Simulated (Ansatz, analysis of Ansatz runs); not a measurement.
**N3VH centre in diamond: local vibrational mode against experiment**

Aim: the local vibrational mode of the N3VH centre in diamond, to be set beside the measurement. Set-up: HSE06, 64-site cell, PBE lattice, 420 eV, k: the zone centre alone, relaxed with the hybrid. The model is a cell of 64 host atoms with 1 site emptied, N put on another atom's site, N put on another atom's site, N put on another atom's site and H put in between. The frequencies come from force constants among the defect atom and its neighbours, with the masses of the isotopes named. Exact exchange opens the gap, stiffens bonds and lessens the self-interaction error, at many times the cost.

What was measured. C-H stretch, 1H: 3107 cm⁻¹, by FTIR absorption (quoted in “Hydrogen-related defects in diamond: A comparison between observed and calculated FTIR spectra”, 2024, M.C. Day et al., quoting earlier work (2014)). C-H bend, 1H: 1405 cm⁻¹, by FTIR absorption (quoted in “Hydrogen-related defects in diamond: A comparison between observed and calculated FTIR spectra”, 2024, M.C. Day et al., quoting earlier work (1991)).

Calculated with Ansatz 0.2.0; plane-wave PAW DFT, HSE06; relaxation of all atoms of a defect supercell.

## 1. The starting structure

The cell holds 64 atoms: 60 C, 3 N and 1 H. Cell: a = 7.143 Å, b = 7.143 Å, c = 7.143 Å, α = 90.0°, β = 90.0°, γ = 90.0°. It derives from C (space group Fd-3m). Nearest the centre at fractional (0.375, 0.375, 0.375): H64 at 0.45 Å, N4 at 1.55 Å, N41 at 1.55 Å, N26 at 1.55 Å, C48 at 1.55 Å, C14 at 2.53 Å, C13 at 2.53 Å, C5 at 2.53 Å.

The host's primitive cell comes from a first run (plane-wave PAW DFT, PBE; relaxation of the host's cell and atoms): vectors of 2.525, 2.525 and 2.525 Å. That is 5.69 Å³ an atom, 0.4 % over the diffraction cell's volume. The supercell is built on it.

## 2. Relaxation, charge 0

Every later number rests on the structure around the defect, so the atoms are relaxed at the host's lattice first.

Input file relax/input.yaml:

```yaml
relax:
  f_tol: 0.01
  max_steps: 80
  random_displacement: { amplitude: 0.02, seed: 13 }
crystal:
  lattice:
    - [7.14316351, 0.0, 0.0]
    - [0.0, 7.14316351, 0.0]
    - [0.0, 0.0, 7.14316351]
  atoms:
    - { symbol: C, position: [0.0, 0.0, 0.25] }
    - { symbol: C, position: [0.0, 0.25, 0.0] }
    - { symbol: C, position: [0.25, 0.0, 0.0] }
    - { symbol: "N", position: [0.25, 0.25, 0.25] }
    - { symbol: C, position: [0.125, 0.125, 0.375] }
    - { symbol: C, position: [0.125, 0.375, 0.125] }
    - { symbol: C, position: [0.375, 0.125, 0.125] }
    - { symbol: C, position: [0.0, 0.0, 0.75] }
    - { symbol: C, position: [0.0, 0.25, 0.5] }
    - { symbol: C, position: [0.25, 0.0, 0.5] }
    - { symbol: C, position: [0.25, 0.25, 0.75] }
    - { symbol: C, position: [0.125, 0.125, 0.875] }
    - { symbol: C, position: [0.125, 0.375, 0.625] }
    - { symbol: C, position: [0.375, 0.125, 0.625] }
    - { symbol: C, position: [0.375, 0.375, 0.875] }
    - { symbol: C, position: [0.0, 0.5, 0.25] }
    - { symbol: C, position: [0.0, 0.75, 0.0] }
    - { symbol: C, position: [0.25, 0.5, 0.0] }
    - { symbol: C, position: [0.25, 0.75, 0.25] }
    - { symbol: C, position: [0.125, 0.625, 0.375] }
    - { symbol: C, position: [0.125, 0.875, 0.125] }
    - { symbol: C, position: [0.375, 0.625, 0.125] }
    - { symbol: C, position: [0.375, 0.875, 0.375] }
    - { symbol: C, position: [0.0, 0.5, 0.75] }
    - { symbol: C, position: [0.0, 0.75, 0.5] }
    - { symbol: "N", position: [0.25, 0.5, 0.5] }
    - { symbol: C, position: [0.25, 0.75, 0.75] }
    - { symbol: C, position: [0.125, 0.625, 0.875] }
    - { symbol: C, position: [0.125, 0.875, 0.625] }
    - { symbol: C, position: [0.375, 0.625, 0.625] }
    - { symbol: C, position: [0.375, 0.875, 0.875] }
    - { symbol: C, position: [0.5, 0.0, 0.25] }
    - { symbol: C, position: [0.5, 0.25, 0.0] }
    - { symbol: C, position: [0.75, 0.0, 0.0] }
    - { symbol: C, position: [0.75, 0.25, 0.25] }
    - { symbol: C, position: [0.625, 0.125, 0.375] }
    - { symbol: C, position: [0.625, 0.375, 0.125] }
    - { symbol: C, position: [0.875, 0.125, 0.125] }
    - { symbol: C, position: [0.875, 0.375, 0.375] }
    - { symbol: C, position: [0.5, 0.0, 0.75] }
    - { symbol: "N", position: [0.5, 0.25, 0.5] }
    - { symbol: C, position: [0.75, 0.0, 0.5] }
    - { symbol: C, position: [0.75, 0.25, 0.75] }
    - { symbol: C, position: [0.625, 0.125, 0.875] }
    - { symbol: C, position: [0.625, 0.375, 0.625] }
    - { symbol: C, position: [0.875, 0.125, 0.625] }
    - { symbol: C, position: [0.875, 0.375, 0.875] }
    - { symbol: C, position: [0.5, 0.5, 0.25] }
    - { symbol: C, position: [0.5, 0.75, 0.0] }
    - { symbol: C, position: [0.75, 0.5, 0.0] }
    - { symbol: C, position: [0.75, 0.75, 0.25] }
    - { symbol: C, position: [0.625, 0.625, 0.375] }
    - { symbol: C, position: [0.625, 0.875, 0.125] }
    - { symbol: C, position: [0.875, 0.625, 0.125] }
    - { symbol: C, position: [0.875, 0.875, 0.375] }
    - { symbol: C, position: [0.5, 0.5, 0.75] }
    - { symbol: C, position: [0.5, 0.75, 0.5] }
    - { symbol: C, position: [0.75, 0.5, 0.5] }
    - { symbol: C, position: [0.75, 0.75, 0.75] }
    - { symbol: C, position: [0.625, 0.625, 0.875] }
    - { symbol: C, position: [0.625, 0.875, 0.625] }
    - { symbol: C, position: [0.875, 0.625, 0.625] }
    - { symbol: C, position: [0.875, 0.875, 0.875] }
    - { symbol: H, position: [0.410971, 0.410971, 0.339029] }
basis:
  ecutwfc: 420
  xc_grid: 2
hamiltonian:
  xc: hse06
kpoints:
  mp_grid: { grid: [1, 1, 1] }
scf:
  occupations: { method: fermi_dirac, width: 0.01 }
  max_iter: 120
output:
  forces: true
checkpoint:
  write: "../relax.run"
  compress: false
  write_wavefunctions: true
  write_every: 100000
```

Command:

```console
$ ansatz run input.yaml --threads 4 --pin off --max-ram 7536MiB --backend cpu --events-out ev --progress --plain --runs-dir out
```

Numbers of over 12 decimals in the logs are rounded to 6 here.

The program printed:

```text
[... repeated set-up lines and file paths are left out, and long positions are rounded to six places ...]
exact exchange: scf.exx.singularity resolves to wigner_seitz, which cuts the screened interaction at the faces of the exchange supercell's Wigner-Seitz cell, so that each pair interacts once, at the shortest of its separations (the periodic images that this [...]
Engine: ansatz 0.2.0, aarch64-unknown-linux-gnu
Pseudopotentials: kind: paw
Pseudopotential: C, paw, valence charge 4, recommended cutoff 420 eV (normal), C.paw.azcp
Pseudopotential: N, paw, valence charge 5, recommended cutoff 420 eV (normal), N.paw.azcp
Pseudopotential: H, paw, valence charge 1, recommended cutoff 420 eV (normal), H.paw.azcp
Functional definition: HSE06
  parameter a = 0.25
  parameter omega = 0.11/bohr
  exchange = pbe_x - a*pbe_x_sr(omega) + a*exact_x_sr(omega)
  correlation = pbe_c
Crystal: 64 atoms, lattice volume = 364.478 Å³
Basis set: ecut = 420 eV, 7123 PW (Γ), exchange–correlation on 96×96×96 points (8 copies of the dense FFT grid, shifted against one another)
Bands: 192, of which v1, the nominal top of the filled ones, is band 128 counted from 1 (127 counted from 0)
Symmetry: 1 space group operations
k-points: 1
Non-local potential: C, projectors of the file, l = 0: 2, l = 1: 2, l = 2: 1
Non-local potential: N, projectors of the file, l = 0: 2, l = 1: 2, l = 2: 1
Non-local potential: H, projectors of the file, l = 0: 2, l = 1: 1
PAW form: soft (Blöchl's): semilocal exchange-correlation on the pseudo side does not see the compensation charge
PAW frozen core: C, regenerated for the run's functional, and the local potential with it (the file was generated under x = pbe(κ = 0.804, μ = 0.219515), c = pbe(β = 0.066725))
PAW frozen core: N, regenerated for the run's functional, and the local potential with it (the file was generated under x = pbe(κ = 0.804, μ = 0.219515), c = pbe(β = 0.066725))
PAW one-centre angular grid: C, 110 points (default); XC on 64 Gauss nodes
PAW one-centre angular grid: N, 110 points (default); XC on 64 Gauss nodes
PAW one-centre angular grid: H, 110 points (default); XC on 64 Gauss nodes
Initial density: superposition of atomic densities (neutral atoms: chi_scale 0, normalization atom), corrected by the library's trained network
Initial wavefunctions: pseudopotential atomic-orbital guess
Functional: x = pbe(κ = 0.804, μ = 0.219515), c = pbe(β = 0.066725), warm-up for x = pbe(κ = 0.804, μ = 0.219515) + 0.25 (exact − pbe) at short range (hse, ω = 0.207870 Å⁻¹), c = pbe(β = 0.066725); [...]
SCF iter   1: F=—  HF=-16205.776444 eV  |F-HF|=—  |Δ(HF+E_count)|=         —  Δρ=9.39e-3  dr2=5.59e-1  ethr=1.77e-3  ⟨swp⟩=12.0  Hψ=1012  notcnv=0
preconditioner: auto → none  [insulator: Δε(μ)=3.535 eV  Ē_g=17.023 eV  σ=0.010 eV  W_gap=1.00  n_scr=92 (ndim 8)  ℏωp=31.1 eV  f_vac=0.000  D(μ)=0.00/eV (n_scr^D=0)]
iter 2 solved again at ethr=2.08e-5 eV; its pass at ethr=2.19e-4 eV (dr2=5.32e-2 eV) is discarded
SCF iter   2: F=—  HF=-16205.642829 eV  |F-HF|=—  |Δ(HF+E_count)|=   1.34e-1  Δρ=4.05e-3  dr2=5.32e-2  ethr=2.08e-5  ⟨swp⟩=3.0  Hψ=914  notcnv=0
SCF iter   3: F=—  HF=-16205.629699 eV  |F-HF|=—  |Δ(HF+E_count)|=   1.31e-2  Δρ=1.10e-3  dr2=2.42e-3  ethr=2.08e-5  ⟨swp⟩=6.0  Hψ=523  notcnv=0
SCF iter   4: F=—  HF=-16205.629390 eV  |F-HF|=—  |Δ(HF+E_count)|=   3.09e-4  Δρ=2.26e-4  dr2=1.11e-4  ethr=9.46e-7  ⟨swp⟩=4.0  Hψ=426  notcnv=0
SCF iter   5: F=—  HF=-16205.629385 eV  |F-HF|=—  |Δ(HF+E_count)|=   4.80e-6  Δρ=4.38e-5  dr2=7.15e-6  ethr=4.34e-8  ⟨swp⟩=3.0  Hψ=408  notcnv=0
SCF iter   6: F=—  HF=-16205.629384 eV  |F-HF|=—  |Δ(HF+E_count)|=   1.06e-6  Δρ=1.21e-5  dr2=2.38e-7  ethr=2.79e-9  ⟨swp⟩=3.0  Hψ=396  notcnv=0
SCF iter   7: F=-16205.629384 eV  HF=-16205.629384 eV  |F-HF|=6.97e-10  |Δ(HF+E_count)|=   6.29e-8  Δρ=2.59e-6  dr2=1.26e-8  ethr=9.28e-11  ⟨swp⟩=3.0  Hψ=406  notcnv=0
SCF 1 converged in 7 iterations: F = -16205.629384 eV  dr2 = 1.26e-8
  greatest PAW one-centre occupation: 0.789 electrons in one spin orbital (limit 2), on the N atom at site 40 (counted from 0), in its partial waves of l = 0
Initial density: handed on by an earlier stage of this run
Initial wavefunctions: those handed on with the density
Functional: x = pbe(κ = 0.804, μ = 0.219515) + 0.25 (exact − pbe) at short range (hse, ω = 0.207870 Å⁻¹), c = pbe(β = 0.066725); HSE06 as pw.x's `hse` composes it (authors' and Libxc's form: `xc: wpbeh`)
Exchange kernel: α = 0.2500, screened, ω = 0.2079 Å⁻¹, Wigner–Seitz truncation, v(0) = 704.2316 eV·Å³, q-mesh 1×1×1, nearest image of the exchange supercell L = 7.14 Å, pair-density grid 36×36×36, without the augmentation charges, whose exchange is taken in [...]
Frozen-core exchange: fock
iter 1 solved again at ethr=6.67e-5 eV; its pass at ethr=1.00e-1 eV (dr2=1.71e-1 eV) is discarded
SCF iter   1: F=—  HF=-16209.480133 eV  |F-HF|=—  |Δ(HF+E_count)|=         —  Δρ=1.04e-2  dr2=1.78e-1  ethr=6.67e-5  ⟨swp⟩=6.0  Hψ=1012  notcnv=0
SCF iter   2: F=—  HF=-16209.410419 eV  |F-HF|=—  |Δ(HF+E_count)|=   6.97e-2  Δρ=4.47e-3  dr2=2.98e-2  ethr=6.33e-5  ⟨swp⟩=3.0  Hψ=440  notcnv=0
SCF iter   3: F=—  HF=-16209.475709 eV  |F-HF|=—  |Δ(HF+E_count)|=   6.53e-2  Δρ=1.90e-3  dr2=1.72e-2  ethr=1.02e-5  ⟨swp⟩=5.0  Hψ=607  notcnv=0
SCF iter   4: F=—  HF=-16209.474844 eV  |F-HF|=—  |Δ(HF+E_count)|=   8.65e-4  Δρ=1.34e-3  dr2=1.51e-2  ethr=6.68e-6  ⟨swp⟩=5.0  Hψ=584  notcnv=0
SCF iter   5: F=—  HF=-16209.471343 eV  |F-HF|=—  |Δ(HF+E_count)|=   3.50e-3  Δρ=5.19e-4  dr2=1.87e-3  ethr=5.88e-6  ⟨swp⟩=4.0  Hψ=458  notcnv=0
SCF iter   6: F=—  HF=-16209.470904 eV  |F-HF|=—  |Δ(HF+E_count)|=   4.39e-4  Δρ=9.56e-5  dr2=1.96e-4  ethr=6.99e-7  ⟨swp⟩=3.0  Hψ=363  notcnv=0
SCF iter   7: F=—  HF=-16209.471839 eV  |F-HF|=—  |Δ(HF+E_count)|=   9.36e-4  Δρ=1.48e-4  dr2=6.81e-5  ethr=4.51e-8  ⟨swp⟩=5.0  Hψ=559  notcnv=0
SCF iter   8: F=-16209.471815 eV  HF=-16209.471817 eV  |F-HF|=1.95e-6  |Δ(HF+E_count)|=   2.22e-5  Δρ=2.02e-5  dr2=3.19e-6  ethr=2.59e-8  ⟨swp⟩=3.0  Hψ=334  notcnv=0
SCF 2 stopped early in 8 iterations: F = -16209.471815 eV  dr2 = 3.19e-6
  Residual-converged pass: ⟨swp⟩=4.0  Hψ=463  notcnv=0  max |occ|·‖R‖ = 5.7e-6 eV (tolerance 6.7e-6 eV)  dr2=3.10e-6  dr2_onsite=3.27e-8  max |Δocc| = 0.0e0
hybrid outer 1: dexx = +7.723e-2 eV, tail = 3.74e-5 eV
SCF iter   1: F=—  HF=-16209.470873 eV  |F-HF|=—  |Δ(HF+E_count)|=         —  Δρ=3.86e-5  dr2=6.03e-6  ethr=7.30e-8  ⟨swp⟩=7.0  Hψ=563  notcnv=0
SCF iter   2: F=—  HF=-16209.470871 eV  |F-HF|=—  |Δ(HF+E_count)|=   1.48e-6  Δρ=8.11e-6  dr2=1.04e-7  ethr=2.26e-9  ⟨swp⟩=3.0  Hψ=343  notcnv=0
SCF iter   3: F=-16209.470872 eV  HF=-16209.470872 eV  |F-HF|=2.15e-8  |Δ(HF+E_count)|=   5.83e-7  Δρ=5.05e-6  dr2=3.71e-8  ethr=1.84e-11  ⟨swp⟩=4.0  Hψ=501  notcnv=0
SCF 3 converged in 3 iterations: F = -16209.470872 eV  dr2 = 3.71e-8
  Residual-converged pass: ⟨swp⟩=2.0  Hψ=302  notcnv=0  max |occ|·‖R‖ = 4.0e-6 eV (tolerance 5.0e-6 eV)  dr2=3.71e-8  dr2_onsite=1.93e-9  max |Δocc| = 0.0e0
hybrid outer 2: dexx = +6.897e-7 eV, tail = 8.02e-8 eV, Δε = 9.53e-4 eV (about 4.89e-5 eV left of the loop's levels), ΔF = 2.49e-3 eV/Å (tail 4.22e-4)
relax step   1: F+E_penalty+E_count = -16209.47087189 eV  Δ(F+E_penalty+E_count) = +0.000e0 eV  max|allowed force component| = 2.722e0 eV/Å  Δτ_max = 0.0000 Å  (18 SCF iters, accepted)
[... the SCF cycles and remarks between the steps are left out from here to the last step ...]
relax step   2: F+E_penalty+E_count = -16211.21203040 eV  Δ(F+E_penalty+E_count) = -1.741e0 eV  max|allowed force component| = 1.239e0 eV/Å  Δτ_max = 0.1362 Å  (11 SCF iters, dr2 threshold 1.00e-4 eV, accepted)
relax step   3: F+E_penalty+E_count = -16211.62281238 eV  Δ(F+E_penalty+E_count) = -4.108e-1 eV  max|allowed force component| = 3.303e-1 eV/Å  Δτ_max = 0.0519 Å  (10 SCF iters, dr2 threshold 9.59e-5 eV, accepted)
relax step   4: F+E_penalty+E_count = -16211.63005232 eV  Δ(F+E_penalty+E_count) = -7.240e-3 eV  max|allowed force component| = 3.428e-2 eV/Å  Δτ_max = 0.0098 Å  (8 SCF iters, dr2 threshold 7.76e-6 eV, accepted)
relax step   5: F+E_penalty+E_count = -16211.63005236 eV  Δ(F+E_penalty+E_count) = -4.593e-8 eV  max|allowed force component| = 3.411e-2 eV/Å  Δτ_max = 0.0000 Å  (5 SCF iters, accepted)
iter 1 solved again at ethr=9.20e-8 eV; its pass at ethr=1.00e-1 eV (dr2=2.36e-4 eV) is discarded
SCF iter   1: F=—  HF=-16211.630100 eV  |F-HF|=—  |Δ(HF+E_count)|=         —  Δρ=1.39e-4  dr2=2.80e-5  ethr=9.20e-8  ⟨swp⟩=6.0  Hψ=959  notcnv=0
SCF iter   2: F=—  HF=-16211.630093 eV  |F-HF|=—  |Δ(HF+E_count)|=   6.77e-6  Δρ=5.99e-5  dr2=1.93e-5  ethr=9.94e-9  ⟨swp⟩=3.0  Hψ=366  notcnv=0
SCF iter   3: F=—  HF=-16211.630248 eV  |F-HF|=—  |Δ(HF+E_count)|=   1.55e-4  Δρ=5.92e-5  dr2=9.38e-6  ethr=1.46e-9  ⟨swp⟩=5.0  Hψ=526  notcnv=0
SCF iter   4: F=—  HF=-16211.630245 eV  |F-HF|=—  |Δ(HF+E_count)|=   3.63e-6  Δρ=1.69e-5  dr2=1.71e-6  ethr=1.46e-9  ⟨swp⟩=4.0  Hψ=435  notcnv=0
SCF iter   5: F=—  HF=-16211.630244 eV  |F-HF|=—  |Δ(HF+E_count)|=   3.85e-7  Δρ=6.28e-6  dr2=4.62e-7  ethr=5.75e-10  ⟨swp⟩=4.0  Hψ=375  notcnv=0
SCF iter   6: F=—  HF=-16211.630246 eV  |F-HF|=—  |Δ(HF+E_count)|=   1.63e-6  Δρ=7.27e-6  dr2=1.42e-7  ethr=1.09e-10  ⟨swp⟩=4.0  Hψ=449  notcnv=0
iter 7 solved again at ethr=3.30e-12 eV; its pass at ethr=5.26e-11 eV (dr2=8.46e-9 eV) is discarded
SCF iter   7: F=-16211.630246 eV  HF=-16211.630246 eV  |F-HF|=2.56e-9  |Δ(HF+E_count)|=   5.18e-8  Δρ=2.54e-6  dr2=1.55e-8  ethr=3.30e-12  ⟨swp⟩=2.0  Hψ=655  notcnv=0
SCF 12 converged in 7 iterations: F = -16211.630246 eV  dr2 = 1.55e-8
  Residual-converged pass: ⟨swp⟩=2.0  Hψ=233  notcnv=0  max |occ|·‖R‖ = 5.9e-6 eV (tolerance 6.7e-6 eV)  dr2=1.55e-8  dr2_onsite=7.00e-10  max |Δocc| = 0.0e0
hybrid outer 1: dexx = +1.697e-4 eV, tail = 1.01e-7 eV
SCF iter   1: F=—  HF=-16211.630245 eV  |F-HF|=—  |Δ(HF+E_count)|=         —  Δρ=3.18e-6  dr2=1.79e-8  ethr=1.98e-10  ⟨swp⟩=8.0  Hψ=654  notcnv=0
SCF iter   2: F=-16211.630245 eV  HF=-16211.630245 eV  |F-HF|=1.78e-10  |Δ(HF+E_count)|=   4.35e-9  Δρ=1.23e-6  dr2=1.69e-9  ethr=6.88e-12  ⟨swp⟩=3.0  Hψ=328  notcnv=0
SCF 13 converged in 2 iterations: F = -16211.630245 eV  dr2 = 1.69e-9
  Residual-converged pass: ⟨swp⟩=2.0  Hψ=320  notcnv=0  max |occ|·‖R‖ = 2.9e-6 eV (tolerance 4.2e-6 eV)  dr2=1.68e-9  dr2_onsite=2.04e-10  max |Δocc| = 0.0e0
hybrid outer 2: dexx = +1.698e-9 eV, tail = 3.79e-9 eV, Δε = 1.44e-5 eV (about 5.85e-6 eV left of the loop's levels), ΔF = 3.94e-4 eV/Å (tail 1.71e-4)
relax step   6: F+E_penalty+E_count = -16211.63024547 eV  Δ(F+E_penalty+E_count) = -1.931e-4 eV  max|allowed force component| = 3.099e-3 eV/Å  Δτ_max = 0.0012 Å  (9 SCF iters, accepted)
hybrid SCF converged: 2 outer / 9 inner (+0 warm-up), last move |dexx| = 1.70e-9 eV, tail = 3.79e-9 eV
Stability not checked: this state was not tested for a lower state beside it, because the functional holds exact exchange (a hybrid, or Hartree-Fock), whose exchange loop this test does not read (fock_operator; see scf.lower_state_search)
Free energy (F): -16211.630245 eV
Harris-Foulkes:  -16211.630245 eV  (|F-HF|=1.78e-10)
Internal energy: -16211.630245 eV  (E = F + TS)
E sigma→0 (E₀):  -16211.630245 eV
Fermi energy:    15.213243 eV
--- Per-component energies (eV) ---
  E_band       = 646.704681
  E_kinetic    = 5945.160683
  E_local      = -4268.292354  (includes V_loc(G=0)·N_el)
  E_nonlocal   = 1698.488230
  E_hartree    = 982.869817
  E_xc         = -2516.502842
  E_vxc        = -3096.717122  (∫ρ·V_xc dr)
  E_exx        = -591.737712  (= α·E_x^exact, valence–valence)
  E_paw        = -6335.927436  (= ΣΔE_a)
  E_vpaw       = -414.198448  (= ΣTr[D̂ρ^β])
  E_aug_tail   = -0.000537  (compensation charges beyond the density's cutoff)
  E_ewald      = -11124.588560
  E_core_change = -1.099535  (= ΣΔE_core)
  E_smearing   = -0.000000  (= −TS)
  E_closure    = -0.000000  (closes the sum)
  Σ components = -16211.630245   (vs F -16211.630245, Δ=0.00e0)
--- Forces (eV/Å), atoms counted from 1 ---
  atom   1  C     -0.00084251     0.00039619    -0.00087268
  atom   2  C      0.00187601    -0.00015940     0.00036358
  [... 1 atom left out ...]
  atom   4  N     -0.00209044    -0.00215466     0.00259997
  atom   5  C     -0.00071490    -0.00063386     0.00099623
  atom   6  C      0.00090650    -0.00013673    -0.00141966
  [... 6 atoms left out ...]
  atom  13  C     -0.00129343     0.00004189     0.00055434
  atom  14  C      0.00028377    -0.00039952    -0.00053558
  [... 11 atoms left out ...]
  atom  26  N     -0.00055465    -0.00064607    -0.00017715
  [... 3 atoms left out ...]
  atom  30  C     -0.00045447     0.00204138     0.00022257
  [... 10 atoms left out ...]
  atom  41  N     -0.00088218     0.00046624     0.00195457
  [... 6 atoms left out ...]
  atom  48  C     -0.00024501    -0.00055750     0.00023337
  [... 15 atoms left out ...]
  atom  64  H     -0.00141057    -0.00128187     0.00126365
  max |Σ_I F_I| component: 4.00e-5 eV/Å
--- Band table (eV) ---
  k-point 0: bands = ["-11.3940", "-9.6678", "-9.6678", "-9.1419", [... 166 left out ...] "23.7026", "23.7953", "23.9606", "24.0512"]
  guard bands above this table: 18 of the run's 192 bands. The solve was not asked for them (output.publish_guard_bands: true or output.eigenvalues: true publishes all)
--- Relaxed structure (6 steps of the walk, 6 accepted, 0 SCFs on fresh bases) ---
  F+E_penalty+E_count = -16211.63024547 eV   max|allowed force component| = 3.099e-3 eV/Å
  atoms:
    - { symbol: C, position: [-0.001374, -0.001311, 0.250477] }
    - { symbol: C, position: [-0.001402, 0.250135, -0.001254] }
    [... 1 atom left out ...]
    - { symbol: N, position: [0.237611, 0.237682, 0.237427] }
    - { symbol: C, position: [0.126019, 0.126086, 0.369290] }
    - { symbol: C, position: [0.125445, 0.369478, 0.125521] }
    [... 6 atoms left out ...]
    - { symbol: C, position: [0.126018, 0.381007, 0.624216] }
    - { symbol: C, position: [0.380938, 0.126078, 0.624223] }
    [... 11 atoms left out ...]
    - { symbol: N, position: [0.237606, 0.512868, 0.512627] }
    [... 3 atoms left out ...]
    - { symbol: C, position: [0.369411, 0.624775, 0.624782] }
    [... 10 atoms left out ...]
    - { symbol: N, position: [0.512797, 0.237668, 0.512625] }
    [... 6 atoms left out ...]
    - { symbol: C, position: [0.507951, 0.508019, 0.242284] }
    [... 15 atoms left out ...]
    - { symbol: H, position: [0.421919, 0.421981, 0.328324] }
```

Elapsed: 1.7 min, on 4 threads of Arm Neoverse V2, shared host; peak memory 0.93 GiB; 6.3 min of CPU time.

Relaxation path:

```
step  energy less that of the first step (eV)  largest force component (eV/Å)
   1                                   0.0000                          2.7216
   2                                  -1.7412                          1.2388
   3                                  -2.1519                          0.3303
   4                                  -2.1592                          0.0343
   5                                  -2.1592                          0.0341
   6                                  -2.1594                          0.0031
```

The atoms that moved most (Å, from the sites as typed, ahead of the random displacement):

```
atom      dx      dy      dz  length
 N26  -0.089   0.091   0.089   0.155
 N41   0.091  -0.089   0.089   0.155
  N4  -0.089  -0.089  -0.091   0.155
 H64   0.077   0.077  -0.077   0.134
 C48   0.056   0.056  -0.056   0.097
  C5   0.007   0.007  -0.042   0.043
 C13   0.007   0.042  -0.007   0.043
 C14   0.042   0.007  -0.007   0.043
```

The atoms nearest to the centre after the run:

```
atom  distance (Å)
 H64         0.580
 C48         1.644
  N4         1.700
 N41         1.702
 N26         1.703
  C5         2.515
 C14         2.516
 C13         2.517
  C7         2.521
  C6         2.521
 C36         2.522
 C20         2.522
 C45         2.523
 C30         2.524
 C37         2.535
 C22         2.535
```

Neighbours of the added atoms: H64: C48 1.06, N41 1.97, N4 1.97 Å.

This step gave:

```
free energy : -16211.6302 eV
```

The relaxation ends 34 meV an atom lower than the displaced start, with a largest force component of 0.0031 eV/Å.

(Continued in part 2 of 2.)

[Logs are printed without paths, hosts, clocks, repeated set-up lines and the standing remarks that a program may print on its own settings, such as how far it seeks lower states.]

[Hosts, paths, dates, database ids (printed as entryN), source tags and the programs' standing remarks are cut or masked in the printed files.]

[For some hosts the program warned that the k-mesh of the response run may be too coarse for force constants and the static dielectric constant; such warnings are not shown here.]
